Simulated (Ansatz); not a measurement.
# What NaGeCl3 (built on the sites of a database entry of CsGeBr3) distorts into

Aim: this structure of NaGeCl3 (built on the sites of a database entry of CsGeBr3) is to be tested for unstable modes, and one is followed downhill.

Calculated with Ansatz 0.2.0; DFT PBEsol, scalar-relativistic, plane waves, PAW.

The structure was built from a prototype and need not be the compound's stable phase.

### Step 1. Set-up

Symmetry: Pm-3m, No. 221, cubic system. The conventional cell has a = 5.132 Å, b = 5.132 Å, c = 5.132 Å, α = 90.00°, β = 90.00°, γ = 90.00°. Na has 12 Cl at 3.63 Å nearest. Ge has 6 Cl at 2.57 Å nearest. Nearest to Cl lie 2 Ge at 2.57 Å. Farther neighbours and most contacts between anions are not listed.

### Step 2. Response at finite wavevector

The cell comes from relaxations at this level that are not shown. Stability and thermal properties need the whole zone. Linear response on a 2×2×2 q mesh gives force constants as far as a supercell of that size would, and the tensors from the zone-centre run are typed in so that the long-range dipole term is interpolated apart.

input.yaml reads:

```yaml
crystal:
  lattice:
    - [5.1317724219, 0.0, 0.0]
    - [0.0, 5.1317724219, 0.0]
    - [0.0, 0.0, 5.1317724219]
  atoms:
    - { symbol: Na, position: [0.0, 0.0, 0.0] }
    - { symbol: Ge, position: [0.5, 0.5, 0.5] }
    - { symbol: Cl, position: [0.5, 0.5, 0.0] }
    - { symbol: Cl, position: [0.5, 0.0, 0.5] }
    - { symbol: Cl, position: [0.0, 0.5, 0.5] }
kpoints:
  mp_grid: { grid: [6, 6, 6] }
hamiltonian:
  xc: pbesol
scf:
  occupations: { method: fixed }
output:
  eigenvalues: true
phonons:
  method: dfpt
  qmesh: [2, 2, 2]
  temperatures: { t_max: 1000, t_step: 50 }
  qpath:
    path:
      - [[0.0, 0.0, 0.0], [0.0, 0.5, 0.0], [0.5, 0.5, 0.0], [0.0, 0.0, 0.0], [0.5, 0.5, 0.5], [0.0, 0.5, 0.0]]
      - [[0.5, 0.5, 0.5], [0.5, 0.5, 0.0]]
    npoints: 10
  non_analytic_term:
    high_frequency_dielectric_tensor: [[7.4418, 0.0, 0.0], [0.0, 7.4418, 0.0], [0.0, 0.0, 7.4418]]
    born_effective_charges:
      - { species: Na, tensor: [[1.3111, 0.0, 0.0], [0.0, 1.3111, 0.0], [0.0, 0.0, 1.3111]] }
      - { species: Ge, tensor: [[5.0442, 0.0, 0.0], [0.0, 5.0442, 0.0], [0.0, 0.0, 5.0442]] }
      - { species: Cl, tensor: [[-0.548, 0.0, 0.0], [0.0, -0.548, 0.0], [0.0, 0.0, -5.2593]] }
      - { species: Cl, tensor: [[-0.548, 0.0, 0.0], [0.0, -5.2593, 0.0], [0.0, 0.0, -0.548]] }
      - { species: Cl, tensor: [[-5.2593, 0.0, 0.0], [0.0, -0.548, 0.0], [0.0, 0.0, -0.548]] }
    source: "zone-centre run at this cell"
```

Started as:

```
$ ansatz run input.yaml --threads 8 --pin off --max-ram 14336MiB --backend cpu --events-out ev --progress --plain --runs-dir out
```

Numbers of over 12 decimals in the logs are rounded to 6 here.

Output:

```text
Engine: ansatz 0.2.0, aarch64-unknown-linux-gnu
Pseudopotentials: kind: paw
Pseudopotential: Na, paw, valence charge 9, recommended cutoff 420 eV (normal), Na.paw.azcp
Pseudopotential: Ge, paw, valence charge 14, recommended cutoff 420 eV (normal), Ge.paw.azcp
Pseudopotential: Cl, paw, valence charge 7, recommended cutoff 420 eV (normal), Cl.paw.azcp
Functional definition: PBEsol
  exchange = pbesol_x
  correlation = pbesol_c
Crystal: 5 atoms, lattice volume = 135.146 Å³
Basis set: ecut = 420 eV, 2601 PW (Γ), exchange–correlation on 72×72×72 points (8 copies of the dense FFT grid, shifted against one another)
Bands: 27, of which v1, the nominal top of the filled ones, is band 22 counted from 1 (21 counted from 0)
Symmetry: 48 space group operations
k-points: 20 of 216
Non-local potential: Na, projectors of the file, l = 0: 3, l = 1: 2, l = 2: 1
Non-local potential: Ge, projectors of the file, l = 0: 2, l = 1: 2, l = 2: 3, l = 3: 1
Non-local potential: Cl, projectors of the file, l = 0: 2, l = 1: 2, l = 2: 2
PAW form: soft (Blöchl's): semilocal exchange-correlation on the pseudo side does not see the compensation charge
PAW frozen core: Na, regenerated for the run's functional, and the local potential with it (the file was generated under x = pbe(κ = 0.804, μ = 0.219515), c = pbe(β = 0.066725))
PAW frozen core: Ge, regenerated for the run's functional, and the local potential with it (the file was generated under x = pbe(κ = 0.804, μ = 0.219515), c = pbe(β = 0.066725))
PAW frozen core: Cl, regenerated for the run's functional, and the local potential with it (the file was generated under x = pbe(κ = 0.804, μ = 0.219515), c = pbe(β = 0.066725))
PAW one-centre angular grid: Na, 110 points (default); XC on 64 Gauss nodes
PAW one-centre angular grid: Ge, 590 points (default); XC on 64 Gauss nodes
PAW one-centre angular grid: Cl, 110 points (default); XC on 64 Gauss nodes
Initial density: superposition of atomic densities (neutral atoms: chi_scale 0, normalization atom), corrected by the library's trained network
Initial wavefunctions: pseudopotential atomic-orbital guess
Functional: x = pbesol(κ = 0.804, μ = 0.123457), c = pbesol(β = 0.046)
SCF iter   1: F=—  HF=-8917.146432 eV  |F-HF|=—  |Δ(HF+E_count)|=         —  Δρ=2.62e-3  dr2=1.07e-2  ethr=1.77e-3  ⟨swp⟩=4.7  Hψ=2017  notcnv=0  defer=43
preconditioner: auto → Resta (q_TF=auto, 2.263 Å⁻¹)  ε∞=3.4  [insulator: Δε(μ)=0.340 eV  Ē_g=10.564 eV  n_scr=26 (ndim 8)  ℏωp=16.3 eV  f_vac=0.182  ε∞_Penn≈3.4]
SCF iter   2: F=—  HF=-8917.140601 eV  |F-HF|=—  |Δ(HF+E_count)|=   5.83e-3  Δρ=1.29e-3  dr2=2.56e-3  ethr=2.44e-5  ⟨swp⟩=2.1  Hψ=1006  notcnv=0  defer=58
SCF iter   3: F=—  HF=-8917.139951 eV  |F-HF|=—  |Δ(HF+E_count)|=   6.49e-4  Δρ=2.37e-4  dr2=1.32e-4  ethr=5.81e-6  ⟨swp⟩=3.0  Hψ=999  notcnv=0  defer=57
SCF iter   4: F=—  HF=-8917.139937 eV  |F-HF|=—  |Δ(HF+E_count)|=   1.43e-5  Δρ=1.07e-4  dr2=2.07e-5  ethr=2.99e-7  ⟨swp⟩=2.0  Hψ=973  notcnv=0  defer=48
SCF iter   5: F=—  HF=-8917.139934 eV  |F-HF|=—  |Δ(HF+E_count)|=   2.64e-6  Δρ=4.87e-5  dr2=3.76e-6  ethr=4.71e-8  ⟨swp⟩=2.0  Hψ=960  notcnv=0  defer=21
SCF iter   6: F=—  HF=-8917.139934 eV  |F-HF|=—  |Δ(HF+E_count)|=   6.58e-7  Δρ=1.67e-5  dr2=6.15e-7  ethr=8.55e-9  ⟨swp⟩=2.0  Hψ=926  notcnv=0  defer=20
SCF iter   7: F=—  HF=-8917.139934 eV  |F-HF|=—  |Δ(HF+E_count)|=   2.73e-8  Δρ=6.11e-6  dr2=4.64e-8  ethr=1.40e-9  ⟨swp⟩=2.0  Hψ=940  notcnv=0  defer=20
SCF iter   8: F=—  HF=-8917.139934 eV  |F-HF|=—  |Δ(HF+E_count)|=   1.32e-8  Δρ=3.17e-6  dr2=7.87e-9  ethr=1.06e-10  ⟨swp⟩=2.0  Hψ=948  notcnv=0  defer=20
SCF iter   9: F=—  HF=-8917.139934 eV  |F-HF|=—  |Δ(HF+E_count)|=   2.40e-9  Δρ=3.53e-7  dr2=1.39e-10  ethr=1.79e-11  ⟨swp⟩=2.0  Hψ=878  notcnv=0  defer=20
SCF iter  10: F=-8917.139934 eV  HF=-8917.139934 eV  |F-HF|=3.64e-12  |Δ(HF+E_count)|=  2.80e-10  Δρ=5.69e-8  dr2=4.75e-12  ethr=1.00e-12  ⟨swp⟩=10.1  Hψ=3289  notcnv=0
SCF 1 converged in 10 iterations: F = -8917.139934 eV  dr2 = 4.75e-12
  greatest PAW one-centre occupation: 0.999 electrons in one spin orbital (limit 2), on the Na atom at site 0 (counted from 0), in its partial waves of l = 0
NSCF: frozen V_eff on 20 k-points
NSCF: frozen V_eff on 64 k-points
DFPT response loops at q = (0, 0, 0) (fractional): preconditioner auto → none (the input reference at scf.mixing.eps_inf says where Resta's filter doesn't serve); β = 0.50; Broyden in place of MSR1
NSCF: frozen V_eff on 128 k-points
DFPT response loops at q = (0, 0, -0.5) (fractional): mixed as the last ones told, above
NSCF: frozen V_eff on 128 k-points
DFPT response loops at q = (0, -0.5, -0.5) (fractional): mixed as the last ones told, above
NSCF: frozen V_eff on 128 k-points
DFPT response loops at q = (-0.5, -0.5, -0.5) (fractional): mixed as the last ones told, above
SCF converged after 10 iterations
Free energy (F): -8917.139934 eV
Harris-Foulkes:  -8917.139934 eV  (|F-HF|=3.64e-12)
Internal energy: -8917.139934 eV  (E = F + TS)
E sigma→0 (E₀):  -8917.139934 eV
Fermi energy:    4.558394 eV
--- Per-component energies (eV) ---
  E_band       = -513.575533
  E_kinetic    = 711.673745
  E_local      = -5097.437225  (includes V_loc(G=0)·N_el)
  E_nonlocal   = 616.422522
  E_hartree    = 2031.809197
  E_xc         = -430.654039
  E_vxc        = -477.304268  (∫ρ·V_xc dr)
  E_paw        = -4150.472660  (= ΣΔE_a)
  E_vpaw       = -330.549203  (= ΣTr[D̂ρ^β])
  E_aug_tail   = 0.000532  (compensation charges beyond the density's cutoff)
  E_ewald      = -2599.689931
  E_core_change = 1.207926  (= ΣΔE_core)
  E_smearing   = -0.000000  (= −TS)
  E_closure    = 0.000000  (closes the sum)
  Σ components = -8917.139934   (vs F -8917.139934, Δ=0.00e0)
--- Band table (eV; the first three rows and the last of 20) ---
  k-point 0: bands = [... 18 lower, 0.7072, 0.7881, 0.7881, 0.7881, 5.4204, 9.4726, 9.4726, 9.4818, ... 1 higher]
  k-point 1: bands = [... 18 lower, 0.6640, 0.7651, 0.7651, 0.8284, 5.7173, 9.0287, 9.2767, 9.4144, ... 1 higher]
  k-point 2: bands = [... 18 lower, 0.5804, 0.7638, 0.7638, 1.3674, 6.4483, 7.1180, 8.5864, 9.4073, ... 1 higher]
  k-point 19: bands = [... 18 lower, 1.3598, 1.3598, 1.3598, 4.5584, 4.9194, 4.9194, 4.9194, 6.3895, ... 1 higher]
--- Phonons (Γ-DFPT): 4 representative perturbations + reference (Σ response iterations 12) ---
  ASR residual: 3.311e-5 → 0.000e0 eV/Å²; symmetrization residual: 2.271e-6 eV/Å²
  ASR residual per site (eV/Å²): 1.76e-5 5.79e-6 3.31e-5 3.31e-5 3.31e-5
  Γ frequencies (cm⁻¹): -90.60 -90.60 -90.60 -45.97 -45.97 -45.97 0.00 0.00 0.00 26.85 26.85 26.85 91.47 91.47 91.47
--- Phonons (arbitrary-q DFPT): 4 irreducible q on the 2×2×2 mesh ---
  q = [0.0000, 0.0000, 0.0000] (star 1, of the zone-centre solve; hermiticity 8.53e-6, symmetrization 1.01e-10): -90.60 -90.60 -90.60 -45.97 -45.97 -45.97 -0.00 -0.00 0.00 26.85 26.85 26.85 91.47 91.47 91.47
  q = [0.0000, 0.0000, -0.5000] (star 3, 9 solved perturbations in 504 linear systems a pass and spin channel, the states on 64 of 216 k-point pairs; hermiticity 5.55e-7, symmetrization 4.55e-9): -82.61 -82.61 -28.99 -28.99 15.52 15.52 52.21 64.32 65.66 67.71 67.71 82.93 82.93 183.46 257.21
  q = [0.0000, -0.5000, -0.5000] (star 3, 9 solved perturbations in 504 linear systems a pass and spin channel, the states on 64 of 216 k-point pairs; hermiticity 1.11e-6, symmetrization 1.53e-8): -80.23 -80.23 -75.06 -71.16 29.20 54.98 54.98 71.59 72.02 72.02 116.05 184.86 184.86 230.18 262.85
  q = [-0.5000, -0.5000, -0.5000] (star 1, 4 solved perturbations in 184 linear systems a pass and spin channel, the states on 64 of 216 k-point pairs; hermiticity 8.04e-7, symmetrization 1.81e-9): -84.12 -84.12 -84.12 -75.14 -75.14 -75.14 121.93 121.93 121.93 176.30 176.30 176.30 229.58 229.58 269.77
  sum rule: each row above includes the acoustic sum rule's correction from the zone centre's row sums; it moved no ω² by more than (0.50 cm⁻¹)²
  mesh force constants: q→R imaginary residual 8.27e-18; ASR residual 3.311e-5 → 0.000e0 eV/Å²; symmetrization residual 5.329e-15 eV/Å²
  interpolated dispersion: 63 rows × 15 modes
  density of states and harmonic sums: on the 12×12×12 q-mesh, interpolated from the force constants of a 2×2×2 supercell (with the dipole–dipole term of supplied tensors)
  largest difference from the sums on the solved wave vectors: F 9.57e-2 eV, S 9.60e-5 and C_V 4.79e-5 eV/K
  zero-point energy: 0.073201 eV/cell   skipped modes (ω ≤ 0): 414, of them read as no rigid motion or as one in doubt: 411 (4.844e0 modes/cell left out, lowest -90.60 cm⁻¹)   left out of the sums: 3.23e-1 of the cell's modes: C_V's classical limit lies that fraction below 3 k_B per atom; for a crystal, a wire or a layer, F and S can be off by more, and a phonons.interpolated_qmesh denser along its periods is the remedy for the sampling
```

Run time: 2 min. Hardware: 8 threads of Arm Neoverse N1, shared host; peak memory 1.1 GiB.

This step gave:

| Item | Value |
| --- | --- |
| gap on the k-mesh | 0.3610 eV |
| volume per atom | 27.03 Å³ |
| sum-rule residual before enforcement | 3.31e-5 eV/Å² |
| lowest frequency on the path | -90.60 cm⁻¹ |
| point group | m-3m |
| highest frequency on the path or at a solved wavevector | 269.8 cm⁻¹ |
| highest optical mode at the zone centre (no LO-TO term) | 91.47 cm⁻¹ |
| lowest optical zone-centre mode | -90.6 cm⁻¹ |
| lowest mode on the q mesh (acoustic modes at Γ apart) | -90.6 cm⁻¹ |

Frequencies (cm⁻¹) solved at each irreducible wavevector; negative means imaginary. Frequencies by wavevector, by row:

| q in reciprocal lattice units | star | mode 1 | mode 2 | mode 3 | mode 4 | mode 13 | mode 14 | mode 15 |
| --- | --- | --- | --- | --- | --- | --- | --- | --- |
| 0 0 0 | 1 | -90.6 | -90.6 | -90.6 | -46 | 91.5 | 91.5 | 91.5 |
| 0 0 -0.5 | 3 | -82.6 | -82.6 | -29 | -29 | 82.9 | 183.5 | 257.2 |
| 0 -0.5 -0.5 | 3 | -80.2 | -80.2 | -75.1 | -71.2 | 184.9 | 230.2 | 262.9 |
| -0.5 -0.5 -0.5 | 1 | -84.1 | -84.1 | -84.1 | -75.1 | 229.6 | 229.6 | 269.8 |

Interpolated from a 2×2×2 q mesh, with the LO-TO term (at Γ the limit along the path; where Γ stands inside the path, tables give the limit on arrival). Phonon branches along the path, in cm⁻¹:

| point | branch 1 | branch 2 | branch 3 | branch 4 | branch 12 | branch 13 | branch 14 | branch 15 |
| --- | --- | --- | --- | --- | --- | --- | --- | --- |
| Γ | -91 | -91 | -88 | -46 | 91 | 92 | 92 | 239 |
| halfway | -87 | -87 | -50 | -35 | 89 | 89 | 141 | 248 |
| X | -83 | -83 | -29 | -29 | 83 | 83 | 184 | 257 |
| halfway | -82 | -78 | -55 | -52 | 140 | 174 | 184 | 257 |
| M | -80 | -80 | -75 | -71 | 185 | 185 | 230 | 263 |
| halfway | -83 | -79 | -62 | -38 | 123 | 141 | 162 | 240 |
| Γ | -91 | -91 | -88 | -46 | 91 | 92 | 92 | 239 |
| halfway | -80 | -80 | -67 | -46 | 143 | 164 | 164 | 236 |
| R | -84 | -84 | -84 | -75 | 176 | 230 | 230 | 270 |
| halfway | -81 | -80 | -68 | -57 | 166 | 182 | 182 | 257 |
| X | -83 | -83 | -29 | -29 | 83 | 83 | 184 | 257 |
| jump to R | -84 | -84 | -84 | -75 | 176 | 230 | 230 | 270 |
| halfway | -82 | -82 | -78 | -75 | 181 | 181 | 230 | 264 |
| M | -80 | -80 | -75 | -71 | 185 | 185 | 230 | 263 |

Symmetry leaves 4 wavevectors to solve. The lowest mode among them, the acoustic zeros apart, lies at Γ and is imaginary, 90.6i cm⁻¹, so the energy falls along it.

### Step 3. The mode frozen in, largest atomic shift 0 Å

The mode followed lies at q = (-0.5, -0.5, -0.5) with frequency 84.1i cm⁻¹ and is 3-fold degenerate, one of the unstable modes though not the softest. At small amplitude the distorted cell has space group no. 139 by a symmetry search on the positions. The undistorted cell that holds it gives the zero of energy on the same k mesh.

System of this step: NaGeCl3 (built on the sites of a database entry of CsGeBr3). It takes space group Pm-3m (No. 221, cubic). The conventional cell has a = 5.132 Å, b = 5.132 Å, c = 5.132 Å, α = 90.00°, β = 90.00°, γ = 90.00°. Nearest to Na lie 12 Cl at 3.63 Å. Nearest to Ge lie 6 Cl at 2.57 Å. Nearest to Cl lie 2 Ge at 2.57 Å. Farther neighbours and most contacts between anions are not listed.

input.yaml reads:

```yaml
crystal:
  lattice:
    - [5.1317724219, 5.1317724219, 0.0]
    - [5.1317724219, 0.0, 5.1317724219]
    - [5.1317724219, 0.0, -5.1317724219]
  atoms:
    - { symbol: Na, position: [0.0, 0.0, 0.0] }
    - { symbol: Na, position: [0.0, 0.5, 0.5] }
    - { symbol: Ge, position: [0.5, 0.25, 0.75] }
    - { symbol: Ge, position: [0.5, 0.75, 0.25] }
    - { symbol: Cl, position: [0.5, 0.0, 0.0] }
    - { symbol: Cl, position: [0.5, 0.5, 0.5] }
    - { symbol: Cl, position: [0.0, 0.5, 0.0] }
    - { symbol: Cl, position: [0.0, 0.0, 0.5] }
    - { symbol: Cl, position: [0.5, 0.0, 0.5] }
    - { symbol: Cl, position: [0.5, 0.5, 0.0] }
kpoints:
  mp_grid: { grid: [6, 6, 6] }
hamiltonian:
  xc: pbesol
scf:
  occupations: { method: gaussian, width: 0.02 }
output:
  forces: true
  stress: true
  eigenvalues: true
```

Output:

```text
[...]
Crystal: 10 atoms, lattice volume = 270.291 Å³
Basis set: ecut = 420 eV, 5209 PW (Γ), exchange–correlation on 100×100×100 points (8 copies of the dense FFT grid, shifted against one another)
Bands: 54, of which v1, the nominal top of the filled ones, is band 44 counted from 1 (43 counted from 0)
Symmetry: 96 space group operations
[...]
k-points: 16 of 216
[...]
k-point 0: bands = [... 40 lower, 1.3570, 1.3570, 1.3570, 4.5583, 4.9218, 4.9218, 4.9218, 5.4195, ... 4 higher]
  k-point 1: bands = [... 40 lower, 1.2651, 1.2651, 1.3080, 3.6083, 5.3074, 5.3074, 5.6435, 5.8494, ... 4 higher]
  k-point 2: bands = [... 40 lower, 1.1134, 1.1134, 1.1786, 2.5148, 6.2119, 6.2325, 6.2325, 6.8541, ... 4 higher]
  k-point 15: bands = [... 40 lower, 0.8557, 1.2057, 2.1835, 2.7063, 5.6556, 5.8917, 6.6962, 7.2862, ... 4 higher]
[key lines of the parts left out:]
SCF converged after 8 iterations
Free energy (F): -17834.300586 eV
Fermi energy:    4.739455 eV
P = ⅓ Tr σ = -0.0731 GPa (-0.731 kbar)
```

The job ended after 4 s (8 threads; peak memory 1 GiB).

Numbers from this step:

| Item | Value |
| --- | --- |
| pressure | -0.07314 GPa |
| gap on the k-mesh | 0.3635 eV |
| energy from the undistorted cell | 0 meV/atom |

At this level the gap is 0.36 eV on the k-mesh of the self-consistent run, which can miss the band edges.

### Step 4. The mode frozen in, largest atomic shift 0.6 Å

The atoms are moved along the unstable eigenvector, the largest shift by 0.6 Å, with the cell fixed.

input.yaml reads:

```yaml
crystal:
  lattice:
    - [5.1317724219, 5.1317724219, 0.0]
    - [5.1317724219, 0.0, 5.1317724219]
    - [5.1317724219, 0.0, -5.1317724219]
  atoms:
    - { symbol: Na, position: [-0.1169186688, 0.0584593344, 0.0584593344] }
    - { symbol: Na, position: [0.1169186688, 0.4415406656, 0.4415406656] }
    - { symbol: Ge, position: [0.5, 0.25, 0.75] }
    - { symbol: Ge, position: [0.5, 0.75, 0.25] }
    - { symbol: Cl, position: [0.5, 0.0113331619, 0.0113331619] }
    - { symbol: Cl, position: [0.5, 0.4886668381, 0.4886668381] }
    - { symbol: Cl, position: [0.0, 0.5, 0.0] }
    - { symbol: Cl, position: [0.0, 0.0, 0.5] }
    - { symbol: Cl, position: [0.5, 0.0113331619, 0.4886668381] }
    - { symbol: Cl, position: [0.5, 0.4886668381, 0.0113331619] }
kpoints:
  mp_grid: { grid: [6, 6, 6] }
hamiltonian:
  xc: pbesol
scf:
  occupations: { method: gaussian, width: 0.02 }
output:
  forces: true
  stress: true
  eigenvalues: true
```

Output:

```text
[...]
Crystal: 10 atoms, lattice volume = 270.291 Å³
Basis set: ecut = 420 eV, 5209 PW (Γ), exchange–correlation on 100×100×100 points (8 copies of the dense FFT grid, shifted against one another)
Bands: 54, of which v1, the nominal top of the filled ones, is band 44 counted from 1 (43 counted from 0)
Symmetry: 16 space group operations
[...]
k-points: 30 of 216
[...]
k-point 0: bands = [... 40 lower, 1.2035, 1.3026, 1.3026, 4.3788, 4.8535, 4.8535, 4.8643, 5.6181, ... 4 higher]
  k-point 1: bands = [... 40 lower, 1.1245, 1.2128, 1.2445, 3.5004, 5.2352, 5.2384, 5.7175, 5.8388, ... 4 higher]
  k-point 2: bands = [... 40 lower, 0.9875, 1.0642, 1.1174, 2.4483, 6.1401, 6.1499, 6.3949, 6.7151, ... 4 higher]
  k-point 29: bands = [... 40 lower, 0.5970, 1.1954, 2.0244, 3.1236, 5.4544, 5.4544, 5.9425, 7.3809, ... 4 higher]
[key lines of the parts left out:]
SCF converged after 8 iterations
Free energy (F): -17834.483978 eV
Fermi energy:    4.615829 eV
P = ⅓ Tr σ = 0.2987 GPa (2.987 kbar)
```

Wall time 6.9 s (8 threads); peak memory 1.1 GiB; 52 s of CPU time.

This step gave:

```yaml
pressure: 0.2987 GPa
gap_on_the_k_mesh: 0.4747 eV
energy_from_the_undistorted_cell: -18.34 meV/atom
```

The energy, extrapolated to zero smearing, is -18.34 meV/atom against the undistorted cell.

The run ends at a pressure of 0.30 GPa, with forces up to 0.19 eV/Å.

### Step 5. Energy along the mode, all amplitudes (two of the runs are shown above)

An imaginary frequency means negative curvature, so the energy should fall and then rise again as anharmonic terms take over.

Numbers from this step:

| Item | Value |
| --- | --- |
| depth at the lowest point sampled | 18.34 meV/atom |
| largest atomic shift at that point | 0.6 Å |

The energy from the parent by largest atomic shift:

| largest atomic shift (Å) | energy from the parent (meV/atom) |
| --- | --- |
| 0.000 | 0 |
| 0.040 | -0.106 |
| 0.080 | -0.422 |
| 0.140 | -1.28 |
| 0.220 | -3.11 |
| 0.320 | -6.34 |
| 0.450 | -11.7 |
| 0.600 | -18.3 |

Displacement at unit largest shift by atom:

| atom | x (Å) | y (Å) | z (Å) | size |
| --- | --- | --- | --- | --- |
| Na1 | 0.00 | -1.00 | 0.00 | 1.00 |
| Na2 | 0.00 | 1.00 | 0.00 | 1.00 |
| Ge3 | 0.00 | 0.00 | 0.00 | 0.00 |
| Ge4 | 0.00 | 0.00 | 0.00 | 0.00 |
| Cl5 | 0.19 | 0.00 | 0.00 | 0.19 |
| Cl6 | -0.19 | 0.00 | 0.00 | 0.19 |
| Cl7 | 0.00 | 0.00 | 0.00 | 0.00 |
| Cl8 | 0.00 | 0.00 | 0.00 | 0.00 |
| Cl9 | 0.00 | 0.00 | 0.19 | 0.19 |
| Cl10 | 0.00 | 0.00 | -0.19 | 0.19 |

The lowest of the steps tried is the last one, at 0.6 Å, 18.3 meV/atom below the parent; the bottom of the well need not coincide with a step.

(Part 1 of 2 ends here.)

[Logs are printed without paths, hosts, clocks, repeated set-up lines and the standing remarks that a program may print on its own settings, such as how far it seeks lower states.]

[Hosts, paths, dates, database ids (printed as entryN), source tags and the programs' standing remarks are cut or masked in the printed files.]
